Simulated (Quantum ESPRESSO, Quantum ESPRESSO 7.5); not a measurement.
# SiC(11-20), H on both faces: a series in the number of layers

What law, if any, do the results for SiC(11-20), H on both faces follow against the number of layers?

Calculated with Quantum ESPRESSO 7.5; plane-wave DFT, PBE, GBRV ultrasoft pseudopotentials.

## Step 1: Starting point

It takes space group P6_3mc (No. 186, hexagonal). The conventional cell has a = 3.090 Å, b = 3.090 Å, c = 5.070 Å, α = 90.00°, β = 90.00°, γ = 120.00°. Si has 4 C at 1.89 to 1.90 Å nearest. C has 4 Si at 1.89 to 1.90 Å nearest. Farther neighbours are not listed.

Coordinates:

```cif
data_structure
_symmetry_space_group_name_H-M 'P6_3mc'
_symmetry_Int_Tables_number 186
_cell_length_a 3.0900
_cell_length_b 3.0900
_cell_length_c 5.0700
_cell_angle_alpha 90.000
_cell_angle_beta 90.000
_cell_angle_gamma 120.000
_cell_volume 41.92
loop_
_atom_site_label
_atom_site_type_symbol
_atom_site_symmetry_multiplicity
_atom_site_Wyckoff_symbol
_atom_site_fract_x
_atom_site_fract_y
_atom_site_fract_z
_atom_site_occupancy
Si1 Si 2 b 0.66667 0.33333 0.00000 1
C1 C 2 b 0.66667 0.33333 0.37500 1
```

Set-up: All atoms relax in a periodic cell with 16 Å of vacuum in the starting cell; runs with a sawtooth field of 0 and 0.1 V/Å and a dipole correction follow on the relaxed atoms, and bands along a path. Fermi-Dirac smearing of 0.002 Ry. The slabs take the lattice constants of the bulk relaxed by the same program.

Members 5 and 6 took the same steps and show in the table alone.

## Step 2: Relaxing cell and ions of the reference

The bulk crystal is relaxed in cell and atoms; the members are built on its lattice constants.

The input, ref.vc.in:

```
&control
  prefix = 'ref.vc'
  outdir = './out'
  pseudo_dir = './pseudo'
  nstep = 40
  forc_conv_thr = 0.0003
  calculation = 'vc-relax'
/
&system
  ibrav = 0
  nat = 8
  ntyp = 2
  ecutwfc = 50
  ecutrho = 250
  occupations = 'smearing'
  smearing = 'fd'
  degauss = 0.002
/
&electrons
  conv_thr = 1e-09
  mixing_beta = 0.4
  electron_maxstep = 120
/
&ions
/
&cell
  press_conv_thr = 0.3
/
ATOMIC_SPECIES
  Si  28.0850  si_pbe_v1.uspp.F.UPF
  C   12.0110  c_pbe_v1.2.uspp.F.UPF
CELL_PARAMETERS angstrom
  5.35203699538783 0.00000000000000 0.00000000000000
  0.00000000000000 5.07000000000000 0.00000000000000
  0.00000000000000 0.00000000000000 3.09000000000000
ATOMIC_POSITIONS crystal
  Si  0.333333333300 0.000000000000 0.000000000000
  Si  0.666666666700 0.500000000000 0.000000000000
  C   0.333333333300 0.375000000000 0.000000000000
  C   0.666666666700 0.875000000000 0.000000000000
  Si  0.833333333300 0.000000000000 0.500000000000
  Si  0.166666666700 0.500000000000 0.500000000000
  C   0.833333333300 0.375000000000 0.500000000000
  C   0.166666666700 0.875000000000 0.500000000000
K_POINTS automatic
  4 5 7 0 0 0
```

Launch:

```
$ OMP_NUM_THREADS=1 mpirun -n 4 pw.x -nk 4 -in ref.vc.in > ref.vc.out
```

The program printed:

```text
Program PWSCF v.7.5 starts
[citation notice left out]

     Parallel version (MPI & OpenMP), running on       4 processor cores
     Number of MPI processes:                 4
     Threads/MPI process:                     1

     MPI processes distributed on     1 nodes
[...]
Current dimensions of program PWSCF are:
     Max number of different atomic species (ntypx) = 10
     Max number of k-points (npk) =  40000
     Max angular momentum in pseudopotentials (lmaxx) =  4
     Found identity + ( -0.5000  0.0000 -0.5000) symmetry
     This is a supercell, fractional translations are disabled
     Message from routine setup:
     using ibrav=0 with symmetry is DISCOURAGED, use correct ibrav instead

     K-points division:     npool     =       4
     Subspace diagonalization in iterative solution of the eigenvalue problem:
     a serial algorithm will be used

     G-vector sticks info
     --------------------
     sticks:   dense  smooth     PW     G-vecs:    dense   smooth      PW
     Sum        1935    1547    455                37815    27021    4361

     Using Slab Decomposition

     bravais-lattice index     =            0
     lattice parameter (alat)  =      10.1139  a.u.
     unit-cell volume          =     565.8250 (a.u.)^3
     number of atoms/cell      =            8
     number of atomic types    =            2
     number of electrons       =        32.00
     number of Kohn-Sham states=           20
     kinetic-energy cutoff     =      50.0000  Ry
     charge density cutoff     =     250.0000  Ry
     scf convergence threshold =      1.0E-09
     mixing beta               =       0.4000
     number of iterations used =            8  plain     mixing
     energy convergence thresh.=      1.0E-04
     force convergence thresh. =      3.0E-04
     press convergence thresh. =      3.0E-01
     Exchange-correlation= SLA  PW   PBE  PBE
                           (   1   4   3   4   0   0   0)
     nstep                     =           40

     celldm(1)=  10.113884  celldm(2)=   0.000000  celldm(3)=   0.000000
     celldm(4)=   0.000000  celldm(5)=   0.000000  celldm(6)=   0.000000

     crystal axes: (cart. coord. in units of alat)
               a(1) = (   1.000000   0.000000   0.000000 )
               a(2) = (   0.000000   0.947303   0.000000 )
               a(3) = (   0.000000   0.000000   0.577350 )

     reciprocal axes: (cart. coord. in units 2 pi/alat)
               b(1) = (  1.000000  0.000000  0.000000 )
               b(2) = (  0.000000  1.055629  0.000000 )
               b(3) = (  0.000000  0.000000  1.732051 )

     PseudoPot. # 1 for Si read from file:
     ./pseudo/si_pbe_v1.uspp.F.UPF
     Pseudo is Ultrasoft + core correction, Zval =  4.0
     Generated by new atomic code, or converted to UPF format
     Using radial grid of  899 points,  6 beta functions with:
                l(1) =   0
                l(2) =   0
                l(3) =   1
                l(4) =   1
                l(5) =   2
                l(6) =   2
     Q(r) pseudized with  8 coefficients,  rinner =    0.900   0.900   0.900
                                                       0.900   0.900

     PseudoPot. # 2 for C  read from file:
     ./pseudo/c_pbe_v1.2.uspp.F.UPF
     Pseudo is Ultrasoft + core correction, Zval =  4.0
     Generated by new atomic code, or converted to UPF format
     Using radial grid of  721 points,  4 beta functions with:
                l(1) =   0
                l(2) =   0
                l(3) =   1
                l(4) =   1
     Q(r) pseudized with  8 coefficients,  rinner =    1.100   1.100   1.100

     atomic species   valence    mass     pseudopotential
     Si                4.00    28.08500     Si( 1.00)
     C                 4.00    12.01100     C ( 1.00)

      2 Sym. Ops. (no inversion) found

   Cartesian axes

     site n.     atom                  positions (alat units)
         1        Si     tau(   1) = (   0.3333333   0.0000000   0.0000000  )
         2        Si     tau(   2) = (   0.6666667   0.4736514   0.0000000  )
         3        C      tau(   3) = (   0.3333333   0.3552386   0.0000000  )
         4        C      tau(   4) = (   0.6666667   0.8288900   0.0000000  )
         5        Si     tau(   5) = (   0.8333333   0.0000000   0.2886751  )
         6        Si     tau(   6) = (   0.1666667   0.4736514   0.2886751  )
         7        C      tau(   7) = (   0.8333333   0.3552386   0.2886751  )
         8        C      tau(   8) = (   0.1666667   0.8288900   0.2886751  )

     number of k points=    44  Fermi-Dirac smearing, width (Ry)=  0.0020
                       cart. coord. in units 2pi/alat
        k(    1) = (   0.0000000   0.0000000   0.0000000), wk =   0.0142857
        k(    2) = (   0.0000000   0.0000000   0.2474358), wk =   0.0285714
        k(    3) = (   0.0000000   0.0000000   0.4948717), wk =   0.0285714
        k(    4) = (   0.0000000   0.0000000   0.7423075), wk =   0.0285714
        k(    5) = (   0.0000000   0.2111257   0.0000000), wk =   0.0285714
        k(    6) = (   0.0000000   0.2111257   0.2474358), wk =   0.0571429
        k(    7) = (   0.0000000   0.2111257   0.4948717), wk =   0.0571429
        k(    8) = (   0.0000000   0.2111257   0.7423075), wk =   0.0571429
        k(    9) = (   0.0000000   0.4222514   0.0000000), wk =   0.0285714
        k(   10) = (   0.0000000   0.4222514   0.2474358), wk =   0.0571429
[...]
k(   44) = (  -0.2500000   0.4222514  -0.7423075), wk =   0.0571429

     Dense  grid:    37815 G-vectors     FFT dimensions: (  54,  50,  30)

     Smooth grid:    27021 G-vectors     FFT dimensions: (  45,  45,  27)

     Estimated max dynamical RAM per process >      74.38 MB

     Estimated total dynamical RAM >     269.81 MB

     Initial potential from superposition of free atoms

     starting charge      31.9972, renormalised to      32.0000
     Starting wfcs are   32 randomized atomic wfcs

     total cpu time spent up to now is        1.3 secs

     per-process dynamical memory:    47.2 Mb

     Self-consistent Calculation

     iteration #  1     ecut=    50.00 Ry     beta= 0.40
     Davidson diagonalization with overlap
     ethr =  1.00E-02,  avg # of iterations =  3.1

     total cpu time spent up to now is        3.0 secs

     total energy              =     -84.19666779 Ry
     estimated scf accuracy    <       1.70745294 Ry

     iteration #  2     ecut=    50.00 Ry     beta= 0.40
[...]
total energy              =     -84.45885205 Ry
[...]
End of self-consistent calculation

[...]
the Fermi energy is    11.2112 ev

!    total energy              =     -84.46834405 Ry
     estimated scf accuracy    <          3.2E-12 Ry
     smearing contrib. (-TS)   =      -0.00000000 Ry
     internal energy E=F+TS    =     -84.46834405 Ry

     The total energy is F=E-TS. E is the sum of the following terms:
     one-electron contribution =      21.62511627 Ry
     hartree contribution      =       9.51720710 Ry
     xc contribution           =     -32.40610185 Ry
     ewald contribution        =     -83.20456556 Ry

     convergence has been achieved in   6 iterations

     Forces acting on atoms (cartesian axes, Ry/au):

     atom    1 type  1   force =    -0.00000516   -0.00015543    0.00000000
     atom    2 type  1   force =     0.00000516   -0.00015542    0.00000000
     atom    3 type  2   force =    -0.00003080    0.00015543    0.00000000
     atom    4 type  2   force =     0.00003080    0.00015543    0.00000000
     atom    5 type  1   force =    -0.00000515   -0.00015543    0.00000000
     atom    6 type  1   force =     0.00000516   -0.00015543    0.00000000
     atom    7 type  2   force =    -0.00003080    0.00015542    0.00000000
     atom    8 type  2   force =     0.00003080    0.00015543    0.00000000

     Total force =     0.000444     Total SCF correction =     0.000002

     Computing stress (Cartesian axis) and pressure

          total   stress  (Ry/bohr**3)                   (kbar)     P=       -0.17
   0.00000131   0.00000000   0.00000000            0.19        0.00        0.00
   0.00000000  -0.00000640   0.00000000            0.00       -0.94        0.00
   0.00000000   0.00000000   0.00000169            0.00        0.00        0.25

     Energy error            =      4.2E-06 Ry
     Gradient error          =      1.6E-04 Ry/Bohr
     Cell gradient error     =      9.4E-01 kbar

     number of scf cycles    =   3
     number of bfgs steps    =   2

     enthalpy           old  =     -84.4683398299 Ry
     enthalpy           new  =     -84.4683440452 Ry

     CASE: enthalpy          _new < enthalpy          _old

     new trust radius        =       0.0010329761 bohr
     new conv_thr            =            1.0E-11 Ry

     new unit-cell volume =    566.57921 a.u.^3 (    83.95838 Ang^3 )
     density =      3.17209 g/cm^3

CELL_PARAMETERS (angstrom)
   5.353745367  -0.000000001   0.000000000
  -0.000000001   5.072860681   0.000000000
   0.000000000   0.000000000   3.091387098

ATOMIC_POSITIONS (crystal)
Si               0.3333280520       -0.0004244442        0.0000000000
Si               0.6666719480        0.4995755561        0.0000000000
C                0.3333190640        0.3754244436        0.0000000000
C                0.6666809356        0.8754244437        0.0000000000
Si               0.8333280517       -0.0004244440        0.5000000000
Si               0.1666719487        0.4995755559        0.5000000000
C                0.8333190637        0.3754244445        0.5000000000
C                0.1666809363        0.8754244443        0.5000000000

[...]
NEW-OLD atomic charge density approx. for the potential
     New effective cutoffs (rho, wfc):  249.77   49.97

     total cpu time spent up to now is       43.4 secs

     per-process dynamical memory:    86.3 Mb

[...]
!    total energy              =     -84.46834473 Ry
[...]
Total force =     0.000036     Total SCF correction =     0.000001
[...]
Self-consistent Calculation

     iteration #  1     ecut=    50.00 Ry     beta= 0.40
     Davidson diagonalization with overlap
     c_bands:  1 eigenvalues not converged
     c_bands:  2 eigenvalues not converged
     c_bands:  1 eigenvalues not converged
     c_bands:  2 eigenvalues not converged
     c_bands:  1 eigenvalues not converged
     c_bands:  1 eigenvalues not converged
     c_bands:  1 eigenvalues not converged
     ethr =  1.00E-06,  avg # of iterations = 18.2

     total cpu time spent up to now is       60.3 secs

     total energy              =     -84.19441364 Ry
     estimated scf accuracy    <       1.72221787 Ry

[...]
iteration # 14     ecut=    50.00 Ry     beta= 0.40
[...]
End of self-consistent calculation

          k = 0.0000 0.0000 0.0000 (  3387 PWs)   bands (ev):

    -6.0178  -2.7426  -2.5038  -1.2852   0.8140   1.7023   3.1724   4.0481
     6.1317   6.1835   8.1128   8.1146   8.2318   9.3153   9.4235   9.4248
    12.1841  13.6423  14.1126  15.4882

          k = 0.0000 0.0000 0.2473 (  3395 PWs)   bands (ev):

    -5.7560  -2.5111  -2.2813  -1.2251   1.0526   1.9573   3.3119   4.1429
     4.9949   6.1344   6.8331   7.1861   7.5629   8.5849   9.1316   9.2044
    12.8637  14.0148  14.8614  15.3297

          k = 0.0000 0.0000 0.4946 (  3383 PWs)   bands (ev):

    -4.9869  -1.8612  -1.6648  -1.3558   1.7098   2.6615   3.1501   3.3785
     4.7624   5.1234   5.7183   5.7667   5.9368   7.1463   8.3797   8.5047
    11.8173  14.9138  15.0854  16.2832

          k = 0.0000 0.0000 0.7420 (  3406 PWs)   bands (ev):

    -3.7781  -2.3497  -1.0450  -0.9459   2.2584   2.5590   2.9825   3.7122
     3.9713   4.1821   4.6664   5.5104   5.9930   6.1652   7.1459   7.4148
    12.0392  13.3502  15.6694  16.8457

          k = 0.0000 0.2110 0.0000 (  3399 PWs)   bands (ev):

    -5.8249  -3.2169  -2.5880  -1.3241   1.2398   1.8407   2.5436   4.9415
     6.2802   6.8751   7.9478   8.2208   8.2225   8.2983   9.2781   9.2795
    12.3950  12.9061  14.2928  16.2240

          k = 0.0000 0.2110 0.2473 (  3380 PWs)   bands (ev):

    -5.5642  -2.9801  -2.3629  -1.2468   1.5015   2.0485   2.6785   4.5862
     5.5844   6.6097   6.9816   7.0506   7.6175   7.9780   8.7800   9.0156
    13.0490  14.1677  14.9787  15.1498

[...]
the Fermi energy is    11.2659 ev

!    total energy              =     -84.46834623 Ry
     estimated scf accuracy    <          3.0E-12 Ry
     smearing contrib. (-TS)   =      -0.00000000 Ry
     internal energy E=F+TS    =     -84.46834623 Ry

     The total energy is F=E-TS. E is the sum of the following terms:
     one-electron contribution =      21.62747271 Ry
     hartree contribution      =       9.51737055 Ry
     xc contribution           =     -32.40665664 Ry
     ewald contribution        =     -83.20653285 Ry

     convergence has been achieved in  14 iterations

     Forces acting on atoms (cartesian axes, Ry/au):

     atom    1 type  1   force =     0.00000861    0.00000348    0.00000000
     atom    2 type  1   force =    -0.00000861    0.00000348    0.00000000
     atom    3 type  2   force =    -0.00001484   -0.00000348    0.00000000
     atom    4 type  2   force =     0.00001484   -0.00000347    0.00000000
     atom    5 type  1   force =     0.00000861    0.00000348    0.00000000
     atom    6 type  1   force =    -0.00000861    0.00000348    0.00000000
     atom    7 type  2   force =    -0.00001483   -0.00000348    0.00000000
     atom    8 type  2   force =     0.00001483   -0.00000348    0.00000000

     Total force =     0.000036     Total SCF correction =     0.000000

     Computing stress (Cartesian axis) and pressure

          total   stress  (Ry/bohr**3)                   (kbar)     P=        0.01
   0.00000009   0.00000000   0.00000000            0.01        0.00        0.00
   0.00000000  -0.00000003   0.00000000            0.00       -0.00        0.00
   0.00000000   0.00000000   0.00000020            0.00        0.00        0.03

[...]
=------------------------------------------------------------------------------=
   JOB DONE.
=------------------------------------------------------------------------------=
```

The job ended after 82 s (4 MPI ranks of Arm Neoverse V1, shared host; peak memory 0.44 GiB).

Little changed from the start: no atom moved by 0.005 Å and no cell edge by 0.1 %.

 The last row is no step: it is a fresh SCF in the final cell with a new plane-wave basis, -0 meV from the row before.

This step gave:

* free energy: -1149.2504 eV
* Fermi energy: 11.27 eV

(Continued in part 2 of 12.)

[Logs are printed without paths, hosts, clocks, repeated set-up lines and the standing remarks that a program may print on its own settings, such as how far it seeks lower states.]

[Hosts, paths, dates, database ids (printed as entryN), source tags and the programs' standing remarks are cut or masked in the printed files.]

[Maps of the electrostatic potential energy from Ansatz leave out the sawtooth potential of an applied field or a dipole correction, so their vacuum need not be flat; planar profiles and work functions include it.]
